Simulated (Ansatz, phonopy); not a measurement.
# Quasi-harmonic thermodynamics of KI (Fm-3m)

Wanted: α(T), C_P(T) and B(T) of KI in the quasi-harmonic approximation.

Experimental results on record:
- volume expansion coefficient 113.7 1e-6/K near room temperature (given in “Descriptors for thermal expansion in solids”, 2017, arXiv:1701.03966)

Program: Ansatz 0.2.0. Level of theory: DFT LDA, scalar-relativistic, plane waves, PAW. Results are calculated unless marked as measured.

Report form: the programs' logs are mostly left out.

### 1. Set-up

Symmetry: Fm-3m, No. 225, cubic system. Conventional cell: a = 7.066 Å, b = 7.066 Å, c = 7.066 Å, α = 90.00°, β = 90.00°, γ = 90.00°. Nearest to K lie 6 I at 3.53 Å. Nearest to I lie 6 K at 3.53 Å. Farther neighbours and most contacts between anions are not listed.

### 2. A first coarse run

Before spending time, one coarse run tells the gap and the pressure of the starting cell.

Contents of input.yaml:

```yaml
crystal:
  lattice:
    - [0.0, 3.532775, 3.532775]
    - [3.532775, 0.0, 3.532775]
    - [3.532775, 3.532775, 0.0]
  atoms:
    - { symbol: K, position: [0.0, 0.0, 0.0] }
    - { symbol: I, position: [0.5, 0.5, 0.5] }
kpoints:
  mp_grid: { grid: [4, 4, 4] }
hamiltonian:
  xc: lda
scf:
  occupations: { method: gaussian, width: 0.1 }
  lower_state_search: "off"
output:
  forces: true
  stress: true
  eigenvalues: true
```

Command:

```sh
ansatz run input.yaml --threads 4 --pin off --max-ram 16384MiB --backend cpu --events-out ev --progress --plain --runs-dir out
```

Wall time 0.37 s (4 threads of Arm Neoverse V2, shared host); peak memory 0.31 GiB; 0.94 s of CPU time.

A gap read on the k-mesh alone can miss the band edges.

Numbers from this step:

| Item | Value |
| --- | --- |
| pressure | -1.306 GPa |
| gap on the k-mesh | 3.605 eV |
| volume per atom | 44.09 Å³/atom |

The start is under -1.3 GPa at this level and looks like an insulator or semiconductor on this mesh.

### 3. Finding the static equilibrium

The vibrations must be taken about the equilibrium of this functional, not about the starting cell, so the structure is relaxed.

input.yaml, the sections that differ from step 2:

```yaml
kpoints:
  mp_grid: { grid: [6, 6, 6] }
scf:
  occupations: { method: gaussian, width: 0.02 }
  lower_state_search: "off"
output:
  forces: true
  stress: true
  eigenvalues: true
  write_density: true
  write_potential: true
  elf: true
  volumetric_format: npy
relax:
  adjacent_minimum: "off"
  f_tol: 0.005
  max_steps: 80
  cell: { stress_tol: 0.05 }
# crystal, hamiltonian: as in step 2
```

It took 2.4 s on 4 threads; peak memory 0.35 GiB.

Step by step:

| step | energy less that of the first step (eV) | largest force component (eV/Å) | pressure (GPa) | volume (Å³) |
| --- | --- | --- | --- | --- |
| 1 | 0.0000 | 0.0000 | -1.31 | 88.18 |
| 2 | -0.0261 | 0.0000 | -0.87 | 84.45 |
| 3 | -0.0408 | 0.0000 | 0.28 | 77.92 |
| 4 | -0.0417 | 0.0000 | -0.04 | 79.41 |
| 5* | -0.0409 | 0.0000 | -0.04 | 79.41 |

Relaxation steps marked * repeat the geometry before them on a plane-wave basis chosen anew for their cell, so energy and pressure can jump there.

The run keeps the 48 symmetry operations that it works with, so distortions that break them were not tested.

| conventional cell, symmetrised | before | after | change |
| --- | --- | --- | --- |
| a (Å) | 7.066 | 6.823 | -3.4 % |
| b (Å) | 7.066 | 6.823 | -3.4 % |
| c (Å) | 7.066 | 6.823 | -3.4 % |
| volume (Å³/atom) | 44.09 | 39.70 | -9.9 % |

The relaxed structure:

```
K I
1.0
     0.00000    3.41150    3.41150
     3.41150    0.00000    3.41150
     3.41150    3.41150    0.00000
K I
1 1
Direct
  0.00000 0.00000 0.00000
  0.50000 0.50000 0.50000
```

This step gave:

```yaml
pressure: -0.03839 GPa
gap_on_the_k_mesh: 3.863 eV
volume_per_atom: 39.70 Å³/atom
```

ELF in the ac plane of the conventional cell at fractional y = 0.000, with atoms of K and I within 0.2 Å of it. It is the smooth field of the valence electrons, not physical close to the nuclei.

Ten even steps from '_' (0.02) to '@' (0.86), each cell a mean:
```
%%@@%%--..**%%##==::--**%%%%--..**@@@@
@@@@**..__**%%##**++**##%%%%::__==%%@@
##++::____==%%%%%%####%%%%**..__..==**
..________::++##%%%%%%%%**--________..
--::::..____..::--------::______..::--
%%%%##++::________..__________--**%%%%
##%%%%%%==____::++****==..__::**%%%%%%
++**##%%++__..**@@@@@@%%==__--%%%%##**
--==##%%**__--@@@@%%@@@@**__--%%##**--
----##%%**__--@@@@##%%@@**..--%%##++::
--++##%%**__::%%@@@@@@@@++__--%%%%**==
**##%%%%++__..++%%@@@@**::__::##%%####
%%%%%%##--____..::----..____..++%%%%%%
****++--______________________::==****
....________--++******++==::________..
--::______--##%%%%%%%%%%%%++..____..--
@@%%==____++%%%%########%%##::__::**%%
@@@@%%::..**%%##++--==**%%%%::__++@@@@
##@@@@--..**%%**------++##%%--..##@@%%
```
Columns run along a (6.8 Å), rows up along c (6.8 Å), edges of the conventional cell, whose origin can differ from the input's. Atoms in or near the plane, at fractional coordinates: K at (0.00, 0.00), K at (0.50, 0.50), I at (0.50, 0.00), I at (0.00, 0.50).

Valence density in the ac plane of the conventional cell at fractional y = 0.000, with atoms of K and I within 0.2 Å of it. It is the smooth field of the valence electrons, not physical close to the nuclei.

Ten steps, logarithmic in the rise over the least value, from '_' (0 e/Å³) to '@' (17 e/Å³), each cell a mean:
```
****==..__..::==##@@%%**--..____::++**
++==::______::--++****==::..____..--++
--::..______..::------::..________..::
______________....::....______________
______________________________________
......____________________________....
----::..______..::::::..________..::--
**++--..______::==++++--..____..::==**
@@##==::..__..==******++::____..--**%%
@@%%==::..__..==**##**++::____::--**@@
%%**--::..__..--++****==::____..--++##
==--::..______..--====::..____..::--==
::::..__________......__________..::::
....________________________________..
________________......________________
....__________..::::::....__________..
==--..______..::--====--::..____..::==
**++--..__..::--**%%##++--..____::==**
##**==..__..::==%%@@@@**--..____--++**
```
Columns run along a (6.8 Å), rows up along c (6.8 Å), edges of the conventional cell, whose origin can differ from the input's. Atoms in or near the plane, at fractional coordinates: K at (0.00, 0.00), K at (0.50, 0.50), I at (0.50, 0.00), I at (0.00, 0.50).

Electrostatic potential energy in the ac plane of the conventional cell at fractional y = 0.000, with atoms of K and I within 0.2 Å of it. With pseudopotentials it is smooth inside the atoms' cores, unlike the true potential.

Ten even steps from '0' (-38 eV) to '9' (8 eV), each cell a mean:
```
0158998579956999730
2479998656557999863
7899999876679999987
9999999998999999999
9999999999999999999
9999999999999999999
6789999987789999976
6568999742368999755
9758998510037999659
9857998500027998669
8658998620148999757
5579999865579999865
7899999988899999988
9999999999999999999
9999999999999999999
8899999987889999998
5689999755568999975
0268998568757999841
0058997589966999720
```
Columns run along a (6.8 Å; values clipped at the 3rd and 97th percentile), rows up along c (6.8 Å), edges of the conventional cell, whose origin can differ from the input's. Atoms in or near the plane, at fractional coordinates: K at (0.00, 0.00), K at (0.50, 0.50), I at (0.50, 0.00), I at (0.00, 0.50).

The relaxation ends with a pressure of -0.04 GPa.

### 4. A second relaxation

The relaxation is run once more from where the first one ended, as the script does after a large change of volume or of the gap, with mesh and occupations reviewed.

input.yaml, the sections that differ from step 3:

```yaml
crystal:
  lattice:
    - [0.0, 3.4114960207, 3.4114960207]
    - [3.4114960207, 0.0, 3.4114960207]
    - [3.4114960207, 3.4114960207, 0.0]
  atoms:
    - { symbol: K, position: [0.0, 0.0, 0.0] }
    - { symbol: I, position: [0.5, 0.5, 0.5] }
output:
  forces: true
  stress: true
  eigenvalues: true
# kpoints, hamiltonian, scf, relax: as in step 3
```

It took 0.94 s on 4 threads; peak memory 0.34 GiB.

Little changed from the start: no atom moved by 0.005 Å and no cell edge by 0.1 %.

### 5. Tight relaxation

The relaxation is repeated with tighter thresholds on force and stress, since phonons are sensitive to what is left; a change of mesh or smearing in the input moves the cell too.

input.yaml, the sections that differ from step 4:

```yaml
kpoints:
  mp_grid: { grid: [8, 8, 8] }
scf:
  occupations: { method: fixed }
  lower_state_search: "off"
relax:
  adjacent_minimum: "off"
  f_tol: 0.001
  max_steps: 60
  cell: { stress_tol: 0.01 }
# crystal, hamiltonian, output: as in step 4
```

Wall time 2.5 s (4 threads); peak memory 0.36 GiB; 8.7 s of CPU time.

Little changed from the start: no atom moved by 0.005 Å and no cell edge by 0.1 %.

This step gave:

- pressure: 2.00e-4 GPa
- gap on the k-mesh: 3.869 eV
- volume per atom: 39.61 Å³/atom

The residual pressure is 2.0e-4 GPa, small enough for phonons.

### 6. A new level, relaxed again

The functional, the potentials or the cutoff change, so the crystal is relaxed again at the new setting.

input.yaml, the sections that differ from step 5:

```yaml
crystal:
  lattice:
    - [0.0, 3.4087163076, 3.4087163076]
    - [3.4087163076, 0.0, 3.4087163076]
    - [3.4087163076, 3.4087163076, 0.0]
  atoms:
    - { symbol: K, position: [0.0, 0.0, 0.0] }
    - { symbol: I, position: [0.5, 0.5, 0.5] }
basis:
  ecutwfc: 550.0
# kpoints, hamiltonian, scf, output, relax: as in step 5
```

Wall time 1.8 s (4 threads); peak memory 0.4 GiB; 6.1 s of CPU time.

Little changed from the start: no atom moved by 0.005 Å and no cell edge by 0.1 %.

This step gave:

* pressure: 5.10e-4 GPa

The residual pressure is 5.1e-4 GPa, small enough for phonons.

### 7. The quasi-harmonic study, cutoff 550 eV

The study relaxes the crystal at several strains, solves the phonons on some of them and minimises the free energy at each temperature (static energy, vibrations, the electrons in a metal, and PV under a set pressure); the q-mesh sets how far the force constants reach.

input.yaml, the sections that differ from step 6:

```yaml
output:
  eigenvalues: true
phonons:
  method: dfpt
  qmesh: [4, 4, 4]
  temperatures: { t_max: 500.0, t_step: 25 }
  thermal_expansion: {}
# crystal, kpoints, hamiltonian, scf, basis: as in step 6
# relax: removed
```

The job ended after 26 min (4 threads; peak memory 2.6 GiB).

This step gave:

- pressure: 5.11e-4 GPa
- volume expansion coefficient at 298 K: 121.6 1e-6/K
- C_P at 298 K: 26.02 J/mol-atom/K
- entropy at 298 K: 52.36 J/mol-atom/K
- isothermal bulk modulus at 298 K: 13.14 GPa
- Grüneisen parameter at 298 K: 1.602
- volume at 298 K: 40.96 Å³/atom
- principal linear expansion coefficients at 298 K: 40.52, 40.52, 40.52 1e-6/K

Strained cells of the study; zero-point energy where phonons were solved; the pressures are stresses at a fixed cutoff and can carry an offset from the finite basis. Expansion cells, by row:

| cell | \|a\| (Å) | \|b\| (Å) | \|c\| (Å) | V (Å³/atom) | E - E_lowest (meV/atom) | pressure, compression positive (GPa) | gap (eV) | zero-point energy (meV/atom) |
| --- | --- | --- | --- | --- | --- | --- | --- | --- |
| 1 | 4.821 | 4.821 | 4.821 | 39.61 | 0 | 0 | 3.869 | - |
| 2 | 4.859 | 4.859 | 4.859 | 40.57 | 1.102 | -0.361 | 3.807 | - |
| 3 | 4.782 | 4.782 | 4.782 | 38.67 | 1.161 | 0.406 | 3.934 | - |
| 4 | 4.821 | 4.821 | 4.821 | 39.62 | 0 | -0.005 | 3.868 | 15.42 |
| 5 | 4.845 | 4.845 | 4.845 | 40.22 | 0.453 | -0.236 | 3.829 | 15.01 |
| 6 | 4.883 | 4.883 | 4.883 | 41.17 | 2.835 | -0.562 | 3.769 | 14.37 |
| 7 | 4.914 | 4.914 | 4.914 | 41.96 | 6.228 | -0.801 | 3.722 | 13.86 |
| 8 | 4.946 | 4.946 | 4.946 | 42.77 | 10.84 | -1.017 | 3.676 | 13.35 |
| 9 | 4.773 | 4.773 | 4.773 | 38.45 | 1.791 | 0.51 | 3.95 | - |
| 10 | 4.797 | 4.797 | 4.797 | 39.03 | 0.433 | 0.243 | 3.909 | - |
| 11 | 4.985 | 4.985 | 4.985 | 43.81 | 18.19 | -1.256 | 3.621 | - |

Quasi-harmonic; a, b, c are the run's own cell vectors. Expansion, by row:

| T (K) | a (Å) | b (Å) | c (Å) | alpha (deg) | beta (deg) | gamma (deg) | cell volume (Å³/cell) | alpha_a (1e-6/K) | alpha_b (1e-6/K) | alpha_c (1e-6/K) | alpha_V (1e-6/K) | C_P (J/mol-atom/K) | C_V (J/mol-atom/K) | S (J/mol-atom/K) | B_T (GPa) | B_S (GPa) | Grueneisen | extrapolation | fit error (1e-6/K) |
| --- | --- | --- | --- | --- | --- | --- | --- | --- | --- | --- | --- | --- | --- | --- | --- | --- | --- | --- | --- |
| 0 | 4.832 | 4.832 | 4.832 | 60 | 60 | 60 | 79.78 | 0 | 0 | 0 | 0 | 0 | 0 | 0 | 15.65 | 15.65 | - | 0 | 0 |
| 25 | 4.832 | 4.832 | 4.832 | 60 | 60 | 60 | 79.79 | 6.23 | 6.23 | 6.23 | 18.69 | 7.743 | 7.74 | 4.035 | 15.62 | 15.63 | 0.906 | 0 | 0.01 |
| 50 | 4.834 | 4.834 | 4.834 | 60 | 60 | 60 | 79.87 | 18.86 | 18.86 | 18.86 | 56.58 | 16 | 15.94 | 12.2 | 15.48 | 15.54 | 1.321 | 0 | 0.01 |
| 75 | 4.837 | 4.837 | 4.837 | 60 | 60 | 60 | 80 | 26.12 | 26.12 | 26.12 | 78.37 | 20.16 | 20 | 19.58 | 15.28 | 15.41 | 1.443 | 0 | 0.02 |
| 100 | 4.84 | 4.84 | 4.84 | 60 | 60 | 60 | 80.17 | 29.99 | 29.99 | 29.99 | 89.98 | 22.22 | 21.93 | 25.69 | 15.06 | 15.26 | 1.492 | 0 | 0.03 |
| 125 | 4.844 | 4.844 | 4.844 | 60 | 60 | 60 | 80.36 | 32.36 | 32.36 | 32.36 | 97.09 | 23.37 | 22.95 | 30.79 | 14.83 | 15.11 | 1.519 | 0 | 0.03 |
| 150 | 4.848 | 4.848 | 4.848 | 60 | 60 | 60 | 80.56 | 34.04 | 34.04 | 34.04 | 102.1 | 24.09 | 23.54 | 35.12 | 14.6 | 14.94 | 1.536 | 0 | 0.04 |
| 175 | 4.852 | 4.852 | 4.852 | 60 | 60 | 60 | 80.77 | 35.36 | 35.36 | 35.36 | 106.1 | 24.59 | 23.91 | 38.87 | 14.36 | 14.78 | 1.55 | 0 | 0.03 |
| 200 | 4.856 | 4.856 | 4.856 | 60 | 60 | 60 | 80.99 | 36.51 | 36.51 | 36.51 | 109.5 | 24.98 | 24.15 | 42.18 | 14.12 | 14.6 | 1.562 | 0 | 0.03 |
| 225 | 4.861 | 4.861 | 4.861 | 60 | 60 | 60 | 81.21 | 37.57 | 37.57 | 37.57 | 112.7 | 25.29 | 24.32 | 45.14 | 13.88 | 14.43 | 1.573 | 0 | 0.04 |
| 250 | 4.866 | 4.866 | 4.866 | 60 | 60 | 60 | 81.45 | 38.58 | 38.58 | 38.58 | 115.8 | 25.56 | 24.44 | 47.82 | 13.63 | 14.25 | 1.583 | 0 | 0.05 |
| 275 | 4.87 | 4.87 | 4.87 | 60 | 60 | 60 | 81.69 | 39.58 | 39.58 | 39.58 | 118.8 | 25.81 | 24.53 | 50.27 | 13.38 | 14.07 | 1.593 | 0 | 0.06 |
| 298.1 | 4.875 | 4.875 | 4.875 | 60 | 60 | 60 | 81.91 | 40.52 | 40.52 | 40.52 | 121.6 | 26.02 | 24.59 | 52.36 | 13.14 | 13.9 | 1.602 | 0 | 0.07 |
| 300 | 4.875 | 4.875 | 4.875 | 60 | 60 | 60 | 81.93 | 40.6 | 40.6 | 40.6 | 121.8 | 26.04 | 24.6 | 52.52 | 13.12 | 13.89 | 1.603 | 0 | 0.07 |
| 325 | 4.88 | 4.88 | 4.88 | 60 | 60 | 60 | 82.18 | 41.63 | 41.63 | 41.63 | 124.9 | 26.27 | 24.65 | 54.62 | 12.86 | 13.71 | 1.613 | 0 | 0.08 |
| 350 | 4.885 | 4.885 | 4.885 | 60 | 60 | 60 | 82.44 | 42.71 | 42.71 | 42.71 | 128.1 | 26.49 | 24.7 | 56.57 | 12.6 | 13.52 | 1.623 | 0 | 0.09 |
| 375 | 4.891 | 4.891 | 4.891 | 60 | 60 | 60 | 82.71 | 43.82 | 43.82 | 43.82 | 131.5 | 26.72 | 24.73 | 58.41 | 12.33 | 13.33 | 1.633 | 0 | 0.1 |
| 400 | 4.896 | 4.896 | 4.896 | 60 | 60 | 60 | 82.99 | 45 | 45 | 45 | 135 | 26.95 | 24.76 | 60.14 | 12.06 | 13.13 | 1.644 | 0 | 0.1 |
| 425 | 4.902 | 4.902 | 4.902 | 60 | 60 | 60 | 83.27 | 46.24 | 46.24 | 46.24 | 138.7 | 27.2 | 24.78 | 61.78 | 11.79 | 12.94 | 1.655 | 0 | 0.09 |
| 450 | 4.907 | 4.907 | 4.907 | 60 | 60 | 60 | 83.57 | 47.55 | 47.55 | 47.55 | 142.7 | 27.45 | 24.8 | 63.34 | 11.51 | 12.74 | 1.666 | 0 | 0.06 |
| 475 | 4.913 | 4.913 | 4.913 | 60 | 60 | 60 | 83.87 | 48.95 | 48.95 | 48.95 | 146.9 | 27.72 | 24.82 | 64.83 | 11.23 | 12.54 | 1.678 | 0 | 0.07 |
| 500 | 4.919 | 4.919 | 4.919 | 60 | 60 | 60 | 84.18 | 50.45 | 50.45 | 50.45 | 151.3 | 28 | 24.83 | 66.26 | 10.94 | 12.34 | 1.69 | 0 | 0.15 |

Table of expansion coefficient by temperature; values in 1e-6/K:

| temperature (K) | volume | principal 1 |
| --- | --- | --- |
| 0 | 0 | 0 |
| 25 | 18.7 | 6.23 |
| 50 | 56.6 | 18.9 |
| 75 | 78.4 | 26.1 |
| 100 | 90.0 | 30.0 |
| 125 | 97.1 | 32.4 |
| 150 | 102 | 34.0 |
| 175 | 106 | 35.4 |
| 200 | 110 | 36.5 |
| 225 | 113 | 37.6 |
| 250 | 116 | 38.6 |
| 275 | 119 | 39.6 |
| 298 | 122 | 40.5 |
| 300 | 122 | 40.6 |
| 325 | 125 | 41.6 |
| 350 | 128 | 42.7 |
| 375 | 131 | 43.8 |
| 400 | 135 | 45 |
| 425 | 139 | 46.2 |
| 450 | 143 | 47.5 |
| 475 | 147 | 49.0 |
| 500 | 151 | 50.5 |

At 298 K the volume expansion is 122 × 10⁻⁶/K and B_T is 13.1 GPa.

### 8. Free-energy fit

This step: DFT LDA, scalar-relativistic, plane waves, PAW (phonopy 4.10.0).

Numbers from this step:

```
volume expansion coefficient at 300 K : 121.8 1e-6/K
isothermal bulk modulus at 300 K      : 13.12 GPa
C_P at 300 K                          : 26.07 J/mol-atom/K
Grüneisen parameter at 300 K          : 1.603
```

Table of energy (each curve on its own zero) by volume; values in meV/atom:

| volume (Å³/atom) | static | F at 0 K | F at 300 K | F at 500 K |
| --- | --- | --- | --- | --- |
| 39.62 | 0 | 1.02 | 4.72 | 7.78 |
| 40.22 | 0.45 | 1.06 | 3.36 | 5.24 |
| 41.17 | 2.83 | 2.8 | 2.81 | 2.8 |
| 41.96 | 6.23 | 5.68 | 3.72 | 2.09 |
| 42.77 | 10.8 | 9.78 | 5.74 | 2.44 |

Phonopy-qha, vinet fit of F(V) at each temperature. Qha vinet, by row:

| T (K) | fitted volume (Å³/atom) | alpha_V (1e-6/K) | B_T (GPa) | C_P (J/mol-atom/K) | Grueneisen |
| --- | --- | --- | --- | --- | --- |
| 75 | 40 | 76.73 | 15.28 | 20.21 | 1.412 |
| 100 | 40.09 | 89.27 | 15.06 | 22.32 | 1.48 |
| 125 | 40.18 | 96.76 | 14.83 | 23.46 | 1.513 |
| 150 | 40.28 | 101.9 | 14.6 | 24.17 | 1.534 |
| 175 | 40.39 | 106 | 14.36 | 24.66 | 1.549 |
| 200 | 40.49 | 109.5 | 14.12 | 25.03 | 1.561 |
| 225 | 40.61 | 112.7 | 13.88 | 25.33 | 1.572 |
| 250 | 40.72 | 115.7 | 13.63 | 25.59 | 1.583 |
| 275 | 40.84 | 118.8 | 13.38 | 25.84 | 1.593 |
| 300 | 40.97 | 121.8 | 13.12 | 26.07 | 1.603 |
| 325 | 41.09 | 124.9 | 12.86 | 26.29 | 1.613 |
| 350 | 41.22 | 128.2 | 12.6 | 26.51 | 1.623 |
| 375 | 41.36 | 131.5 | 12.33 | 26.74 | 1.634 |
| 400 | 41.49 | 135.1 | 12.06 | 26.97 | 1.644 |
| 425 | 41.64 | 138.8 | 11.79 | 27.21 | 1.655 |
| 450 | 41.78 | 142.7 | 11.51 | 27.46 | 1.667 |
| 475 | 41.93 | 146.9 | 11.23 | 27.73 | 1.678 |

(Continued in part 2 of 2.)

[Logs are printed without paths, hosts, clocks, repeated set-up lines and the standing remarks that a program may print on its own settings, such as how far it seeks lower states.]

[Hosts, paths, dates, database ids (printed as entryN), source tags and the programs' standing remarks are cut or masked in the printed files.]

[A step with changed settings may run another functional than the one named; its input shows which.]
